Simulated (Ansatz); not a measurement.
# What PtS2 monolayer (2H) distorts into, part 2 of 3

Wanted: the energy along a soft mode of PtS2 monolayer (2H) and the structure at the end.

Ansatz 0.2.0; DFT PBE, scalar-relativistic, plane waves, PAW; PAW set soft_1.

So far, highest frequency on the path or at a solved wavevector (cm⁻¹): step 2 (response at finite wavevector) 307. Also lowest frequency on the path (cm⁻¹): step 2 -129.

## (5) Energy along the mode, all amplitudes (two of the runs are shown above)

An imaginary frequency means negative curvature, so the energy should fall and then rise again as anharmonic terms take over.

Numbers from this step:

```yaml
depth_at_the_lowest_point_sampled: 5.088 meV/atom
largest_atomic_shift_at_that_point: 0.08 Å
```

The energy from the parent by largest shift of an atom, one sign:

```
largest shift of an atom, one sign (Å)  energy from the parent (meV/atom)
                                0.0000                                  0
                                0.0400                              -2.28
                                0.0800                              -5.09
                                0.1400                              -2.63
                                0.2200                               17.0
```

Displacement at unit largest shift by atom:

```
atom  x (Å)  y (Å)  z (Å)  size
 Pt1   0.87   0.50   0.00  1.00
 Pt2   0.00  -1.00   0.00  1.00
 Pt3  -0.87   0.50   0.00  1.00
  S4   0.00   0.31   0.00  0.31
  S5  -0.27  -0.16   0.00  0.31
  S6   0.27  -0.16   0.00  0.31
  S7   0.00   0.31   0.00  0.31
  S8  -0.27  -0.16   0.00  0.31
  S9   0.27  -0.16   0.00  0.31
```

The lowest of the steps tried is at 0.08 Å, 5.09 meV/atom below the parent; the bottom of the well need not coincide with a step.

## (6) Relaxing from the distorted cell

Starting from the lowest point found, all atoms and the cell are let go, so that strain and other modes of the same symmetry can join in.

input.yaml

```yaml
crystal:
  lattice:
    - [5.2300815679, 3.0195890012, 0.0]
    - [-1.0e-10, 6.0391780022, 0.0]
    - [0.0, 0.0, 30.0]
  atoms:
    - { symbol: Pt, position: [1.0132468754, 0.3333328923, 0.3333333333] }
    - { symbol: Pt, position: [0.333333454, 0.6534199515, 0.3333333333] }
    - { symbol: Pt, position: [0.6534196706, 0.0132466757, 0.3333333333] }
    - { symbol: S, position: [0.333333216, 1.0041564584, 0.3795907372] }
    - { symbol: S, position: [0.6625102585, 0.3333333501, 0.3795907372] }
    - { symbol: S, position: [0.0041563747, 0.6625101915, 0.379590737] }
    - { symbol: S, position: [0.333333216, 1.0041564584, 0.2870759294] }
    - { symbol: S, position: [0.6625102585, 0.3333333501, 0.2870759294] }
    - { symbol: S, position: [0.0041563747, 0.6625101915, 0.2870759297] }
  periodic: [true, true, false]
kpoints:
  mp_grid: { grid: [9, 9, 1] }
hamiltonian:
  xc: pbe
  pseudopotentials: { kind: paw, azcp: { folder: soft_1 } }
scf:
  occupations: { method: methfessel_paxton, width: 0.2 }
output:
  forces: true
  stress: true
  eigenvalues: true
relax:
  adjacent_minimum: "off"
  f_tol: 0.002
  max_steps: 120
  cell: { stress_2d_tol: 0.005 }
```

The run is started by

```console
> ansatz run input.yaml --threads 4 --pin off --max-ram 16384MiB --backend cpu --events-out ev --progress --plain --runs-dir out
```

Numbers of over 12 decimals in the logs are rounded to 6 here.

The log of the run:

```text
[...]
Crystal: 9 atoms, lattice volume = 947.562 Å³
Basis set: ecut = 420 eV, 18503 PW (Γ), exchange–correlation on 90×90×432 points (8 copies of the dense FFT grid, shifted against one another)
Bands: 54, of which v1, the nominal top of the filled ones, is band 45 counted from 1 (44 counted from 0)
Symmetry: 12 space group operations
[...]
k-points: 12 of 81 (time reversal used)
[...]
SCF iter   1: F=—  HF=-42987.595324 eV  |F-HF|=—  |Δ(HF+E_count)|=         —  Δρ=3.80e-2  dr2=1.89e1  ethr=3.10e-3  ⟨swp⟩=13.8  Hψ=4424  notcnv=0
[...]
SCF iter  10: F=-42984.487821 eV  HF=-42984.487821 eV  |F-HF|=4.66e-8  |Δ(HF+E_count)|=   5.86e-8  S|Δr|=    0.00e0  Δρ=7.34e-7  dr2=4.57e-9  ethr=1.11e-10  ⟨swp⟩=25.1  Hψ=4281  notcnv=0
SCF 1 converged in 10 iterations: F = -42984.487821 eV  dr2 = 4.57e-9
[...]
relax step   1: F+E_penalty+E_count = -42984.48782111 eV  Δ(F+E_penalty+E_count) = +0.000e0 eV  max|allowed force component| = 1.736e-1 eV/Å  Δτ_max = 0.0000 Å  P = +0.125 N/m  Ω = 947.562 Å³  fix = [c, alpha, beta]  reactions: c +0.000 N/m  (10 SCF iters, dr2 threshold 1.00e-7 eV, accepted)
Crystal: 9 atoms, lattice volume = 944.488 Å³
Basis set: ecut = 420 eV, 18443 PW (Γ), exchange–correlation on 90×90×432 points (8 copies of the dense FFT grid, shifted against one another)
[...]
iter 1 solved again at ethr=4.55e-5 eV; its pass at ethr=3.10e-3 eV (dr2=4.10e-2 eV) is discarded
[...]
SCF iter   7: F=-42984.525257 eV  HF=-42984.525256 eV  |F-HF|=2.17e-7  |Δ(HF+E_count)|=   1.00e-6  S|Δr|=    0.00e0  Δρ=2.35e-6  dr2=7.06e-8  ethr=1.00e-9  ⟨swp⟩=17.1  Hψ=3927  notcnv=0
SCF 2 converged in 7 iterations: F = -42984.525257 eV  dr2 = 7.06e-8
[...]
relax step   2: F+E_penalty+E_count = -42984.52525664 eV  Δ(F+E_penalty+E_count) = -3.744e-2 eV  max|allowed force component| = 2.796e-1 eV/Å  Δτ_max = 0.0365 Å  P = -0.152 N/m  Ω = 944.488 Å³  energy of the carried Pulay correction = +1.269e-4 eV  fix = [c, alpha, beta]  reactions: c -0.000 N/m  (7 SCF iters, dr2 threshold 9.00e-7 eV, accepted)
Crystal: 9 atoms, lattice volume = 930.953 Å³
Basis set: ecut = 420 eV, 18095 PW (Γ), exchange–correlation on 90×90×432 points (8 copies of the dense FFT grid, shifted against one another)
[...]
SCF iter  10: F=-42984.646194 eV  HF=-42984.646194 eV  |F-HF|=1.14e-8  |Δ(HF+E_count)|=   9.20e-8  S|Δr|=    0.00e0  Δρ=4.88e-7  dr2=3.44e-9  ethr=5.55e-11  ⟨swp⟩=3.8  Hψ=2291  notcnv=0
SCF 3 converged in 10 iterations: F = -42984.646194 eV  dr2 = 3.44e-9
[...]
relax step   3: F+E_penalty+E_count = -42984.64619355 eV  Δ(F+E_penalty+E_count) = -1.209e-1 eV  max|allowed force component| = 7.827e-1 eV/Å  Δτ_max = 0.1187 Å  P = -0.753 N/m  Ω = 930.953 Å³  energy of the carried Pulay correction = +6.905e-4 eV  fix = [c, alpha, beta]  reactions: c -0.000 N/m  (10 SCF iters, dr2 threshold 9.00e-7 eV, accepted)
[... from here on, the SCF cycles and remarks between the steps are left out ...]
relax step   4: F+E_penalty+E_count = -42984.78267488 eV  Δ(F+E_penalty+E_count) = -1.365e-1 eV  max|allowed force component| = 1.428e0 eV/Å  Δτ_max = 0.1949 Å  P = -0.741 N/m  Ω = 916.487 Å³  energy of the carried Pulay correction = +1.302e-3 eV  fix = [c, alpha, beta]  reactions: c -0.000 N/m  (8 SCF iters, dr2 threshold 9.00e-7 eV, accepted)
relax step   5: F+E_penalty+E_count = -42984.77953113 eV  Δ(F+E_penalty+E_count) = +3.144e-3 eV  max|allowed force component| = 7.562e-1 eV/Å  Δτ_max = 0.1418 Å  P = -0.281 N/m  Ω = 921.361 Å³  energy of the carried Pulay correction = +1.095e-3 eV  fix = [c, alpha, beta]  (10 SCF iters, dr2 threshold 9.00e-7 eV, rejected (line search))
relax step   6: F+E_penalty+E_count = -42984.89913578 eV  Δ(F+E_penalty+E_count) = -1.165e-1 eV  max|allowed force component| = 2.189e-1 eV/Å  Δτ_max = 0.0543 Å  P = +1.187 N/m  Ω = 883.753 Å³  energy of the carried Pulay correction = +2.721e-3 eV  fix = [c, alpha, beta]  reactions: c +0.000 N/m  (12 SCF iters, accepted)
relax step   7: F+E_penalty+E_count = -42984.93907772 eV  Δ(F+E_penalty+E_count) = -3.994e-2 eV  max|allowed force component| = 2.481e-1 eV/Å  Δτ_max = 0.0506 Å  P = -0.721 N/m  Ω = 916.131 Å³  energy of the carried Pulay correction = +1.317e-3 eV  fix = [c, alpha, beta]  reactions: c -0.000 N/m  (7 SCF iters, dr2 threshold 9.00e-7 eV, accepted)
relax step   8: F+E_penalty+E_count = -42984.95282203 eV  Δ(F+E_penalty+E_count) = -1.374e-2 eV  max|allowed force component| = 4.192e-2 eV/Å  Δτ_max = 0.0146 Å  P = -0.074 N/m  Ω = 904.662 Å³  energy of the carried Pulay correction = +1.809e-3 eV  fix = [c, alpha, beta]  reactions: c -0.000 N/m  (6 SCF iters, dr2 threshold 9.00e-7 eV, accepted)
relax step   9: F+E_penalty+E_count = -42984.95364752 eV  Δ(F+E_penalty+E_count) = -8.255e-4 eV  max|allowed force component| = 6.204e-3 eV/Å  Δτ_max = 0.0054 Å  P = +0.007 N/m  Ω = 905.225 Å³  energy of the carried Pulay correction = +1.785e-3 eV  fix = [c, alpha, beta]  reactions: c +0.000 N/m  (6 SCF iters, dr2 threshold 1.10e-7 eV, accepted)
relax step  10: F+E_penalty+E_count = -42984.95366452 eV  Δ(F+E_penalty+E_count) = -1.699e-5 eV  max|allowed force component| = 1.242e-4 eV/Å  Δτ_max = 0.0012 Å  P = +0.000 N/m  Ω = 905.404 Å³  energy of the carried Pulay correction = +1.777e-3 eV  fix = [c, alpha, beta]  reactions: c +0.000 N/m  (6 SCF iters, dr2 threshold 2.41e-9 eV, accepted)
Basis set: ecut = 420 eV, 17597 PW (Γ), exchange–correlation on 80×80×432 points (8 copies of the dense FFT grid, shifted against one another)
[...]
SCF iter   8: F=-42984.951728 eV  HF=-42984.951728 eV  |F-HF|=2.91e-11  |Δ(HF+E_count)|=  9.46e-11  S|Δr|=    0.00e0  Δρ=7.26e-9  dr2=5.15e-13  ethr=1.00e-12  ⟨swp⟩=17.0  Hψ=4193  notcnv=0
SCF 11 converged in 8 iterations: F = -42984.951728 eV  dr2 = 5.15e-13
relax step  11: F+E_penalty+E_count = -42984.95172757 eV  Δ(F+E_penalty+E_count) = +1.937e-3 eV  max|allowed force component| = 6.009e-4 eV/Å  Δτ_max = 0.0000 Å  P = +0.003 N/m  Ω = 905.404 Å³  fix = [c, alpha, beta]  reactions: c +0.000 N/m  stress off target by 3.48e-3 N/m on what of the cell is left free  SCF on the basis re-selected at this cell (its energy is not comparable with the rows above)  (8 SCF iters)
basis re-selected at this cell: Δ(F+E_penalty+E_count) = +1.937e-3 eV, ΔP = +0.003 N/m vs the last step (what re-selecting the basis moved, of the pressure what is left beyond the Pulay correction that the steps carried, after the strain that the cell walked since its last selection, with what the two solves' SCF thresholds leave and, on support functions, any second-order correction that the steps lacked; it is no measure of the basis error at this ecutwfc). The dense FFT grid was sized anew with the basis: this SCF ran on 40×40×216 points, the steps before it on 45×45×216, so part of this shift can come from that change (see relax.cell in the input reference). [rest of the remark cut]
SCF converged after 8 iterations
[...]
Free energy (F): -42984.951728 eV
[...]
Internal energy: -42984.982490 eV  (E = F + TS)
E sigma→0 (E₀):  -42984.959418 eV
Entropy (-TS):   0.030762 eV (3.418 meV/atom)
Fermi energy:    -5.268911 eV
[...]
--- Forces (eV/Å), atoms counted from 1 ---
  atom   1  Pt    -0.00052041    -0.00030046     0.00000000
  atom   2  Pt    -0.00000000     0.00060092    -0.00000000
  atom   3  Pt     0.00052041    -0.00030046    -0.00000000
  atom   4  S      0.00000000    -0.00012253     0.00025606
  atom   5  S      0.00010611     0.00006126     0.00025606
  atom   6  S     -0.00010611     0.00006126     0.00025606
  atom   7  S      0.00000000    -0.00012253    -0.00025606
  atom   8  S      0.00010611     0.00006126    -0.00025606
  atom   9  S     -0.00010611     0.00006126    -0.00025606
  max |Σ_I F_I| component: 2.16e-16 eV/Å
--- 2D stress c σ (N/m, compression-positive) ---
        0.003484       0.000000      -0.000000
        0.000000       0.003484       0.000000
       -0.000000       0.000000       0.000000
  P = ½ c Tr σ = 0.0035 N/m
--- Band table (eV; the first three rows and the last of 12) ---
  k-point 0: bands = [... 41 lower, -6.5784, -6.5784, -5.7028, -5.4431, -5.4431, -5.1256, -4.7131, -4.7131, ... 5 higher]
  k-point 1: bands = [... 41 lower, -6.7054, -6.6644, -5.6931, -5.5604, -5.3139, -5.0786, -4.7879, -4.7397, ... 5 higher]
  k-point 2: bands = [... 41 lower, -6.9849, -6.8658, -5.8365, -5.6270, -5.0297, -4.9511, -4.9411, -4.8169, ... 5 higher]
  k-point 11: bands = [... 41 lower, -6.8874, -6.5498, -5.8814, -5.2302, -5.2302, -5.1246, -5.1246, -4.0192, ... 5 higher]
  ° read free of the cell's end (the report's vacuum.weakly_bound_levels)
--- Relaxed structure (10 steps of the walk, 9 accepted, 1 SCFs on fresh bases) ---
  F+E_penalty+E_count = -42984.95172757 eV   max|allowed force component| = 6.009e-4 eV/Å   (the final SCF, on the basis selected at the relaxed cell)
  cell:  # Å, volume = 905.4042 Å³
    - [5.112413, 2.951653, 0]
    - [-1.0531114259141473e-10, 5.903306, 0]
    - [0, 0, 30.0]
  atoms:
    - { symbol: Pt, position: [1.062406, 0.333333, 0.333333] }
    - { symbol: Pt, position: [0.333333, 0.604260, 0.333333] }
    - { symbol: Pt, position: [0.604260, 0.062406, 0.333333] }
    - { symbol: S, position: [0.333333, 0.975915, 0.381819] }
    - { symbol: S, position: [0.690752, 0.333333, 0.381819] }
    - { symbol: S, position: [-0.024085, 0.690752, 0.381819] }
    - { symbol: S, position: [0.333333, 0.975915, 0.284848] }
    - { symbol: S, position: [0.690752, 0.333333, 0.284848] }
    - { symbol: S, position: [-0.024085, 0.690752, 0.284848] }
```

Run time: 6.9 min. Hardware: 4 threads of Arm Neoverse N1, shared host; peak memory 1.7 GiB.

The steps of the relaxation:

```
step  energy less that of the first step (eV)  largest force component (eV/Å)  volume (Å³)
   1                                   0.0000                          0.1736       947.56
   2                                  -0.0374                          0.2796       944.49
   3                                  -0.1584                          0.7827       930.95
   4                                  -0.2949                          1.4280       916.49
   5                                  -0.2917                          0.7562       921.36
   6                                  -0.4113                          0.2189       883.75
   7                                  -0.4513                          0.2481       916.13
   8                                  -0.4650                          0.0419       904.66
   9                                  -0.4658                          0.0062       905.22
  10                                  -0.4658                          0.0001       905.40
 11*                                  -0.4639                          0.0006       905.40
```

Relaxation steps marked * repeat the geometry before them on a plane-wave basis chosen anew for their cell, so energy and pressure can jump there. Relaxation step 5 was tried and not accepted.

Forces are held to the 12 operations that the run works with; a distortion that breaks them can't arise in this run.

```
cell as run  before  after  change
      a (Å)   6.039  5.903  -2.2 %
      b (Å)   6.039  5.903  -2.2 %
```

The atoms that moved most (Å, along periodic axes as changes of fractional coordinates times the final cell, across vacuum about the mean position):

```
atom      dx      dy      dz  length
 Pt2   0.000  -0.290   0.000   0.290
 Pt1   0.251   0.145   0.000   0.290
 Pt3  -0.251   0.145   0.000   0.290
  S7   0.000  -0.167  -0.067   0.180
  S4   0.000  -0.167   0.067   0.180
  S9  -0.144   0.083  -0.067   0.180
  S6  -0.144   0.083   0.067   0.180
  S8   0.144   0.083  -0.067   0.180
```

This step gave:

```
area per atom : 3.353 Å²
```

The distorted start has space group P-62m; the relaxation ends in P-62m.

## (7) The new phase in its own primitive cell

The relaxed structure is symmetrised, reduced to its primitive cell and relaxed tightly, as its phonons need.

input.yaml, the sections that differ from step 6:

```yaml
crystal:
  lattice:
    - [5.1124130393, 2.9516530446, 0.0]
    - [-1.0e-10, 5.9033060889, 0.0]
    - [0.0, 0.0, 30.0]
  atoms:
    - { symbol: Pt, position: [1.0624064073, 0.3333333333, 0.3333333333] }
    - { symbol: Pt, position: [0.3333333333, 0.6042602593, 0.3333333333] }
    - { symbol: Pt, position: [0.6042602593, 0.0624064073, 0.3333333333] }
    - { symbol: S, position: [0.3333333333, 0.9759149321, 0.3818185697] }
    - { symbol: S, position: [0.6907517345, 0.3333333333, 0.3818185697] }
    - { symbol: S, position: [-0.0240850679, 0.6907517345, 0.3818185697] }
    - { symbol: S, position: [0.3333333333, 0.9759149321, 0.2848480969] }
    - { symbol: S, position: [0.6907517345, 0.3333333333, 0.2848480969] }
    - { symbol: S, position: [-0.0240850679, 0.6907517345, 0.2848480969] }
  periodic: [true, true, false]
relax:
  adjacent_minimum: "off"
  f_tol: 0.001
  max_steps: 60
  cell: { stress_2d_tol: 0.002 }
# kpoints, hamiltonian, scf, output: as in step 6
```

The log of the run:

```text
[...]
Crystal: 9 atoms, lattice volume = 905.404 Å³
Basis set: ecut = 420 eV, 17597 PW (Γ), exchange–correlation on 80×80×432 points (8 copies of the dense FFT grid, shifted against one another)
Bands: 54, of which v1, the nominal top of the filled ones, is band 45 counted from 1 (44 counted from 0)
Symmetry: 12 space group operations
[...]
- { symbol: Pt, position: [0.333333, 0.604266, 0.3333333333] }
    - { symbol: Pt, position: [0.604266, 0.062401, 0.3333333333] }
    - { symbol: S, position: [0.333333, 0.975919, 0.381818] }
    - { symbol: S, position: [0.690747, 0.333333, 0.381818] }
    - { symbol: S, position: [-0.024081, 0.690747, 0.381818] }
    - { symbol: S, position: [0.333333, 0.975919, 0.284849] }
    - { symbol: S, position: [0.690747, 0.333333, 0.284849] }
    - { symbol: S, position: [-0.024081, 0.690747, 0.284849] }
[key lines of the parts left out:]
SCF converged after 11 iterations
Free energy (F): -42984.951729 eV
Fermi energy:    -5.269027 eV
P = ½ c Tr σ = -0.0007 N/m
```

Wall time 1.9 min (4 threads); peak memory 1.6 GiB; 7.1 min of CPU time.

Little changed from the start: no atom moved by 0.005 Å and no cell edge by 0.1 %.

Numbers from this step:

```
area per atom : 3.354 Å²
```

The largest force component left is 0.53 meV/Å, within the tolerances set.

(Continued in part 3 of 3.)

[Logs are printed without paths, hosts, clocks, repeated set-up lines and the standing remarks that a program may print on its own settings, such as how far it seeks lower states.]

[Hosts, paths, dates, database ids (printed as entryN), source tags and the programs' standing remarks are cut or masked in the printed files.]
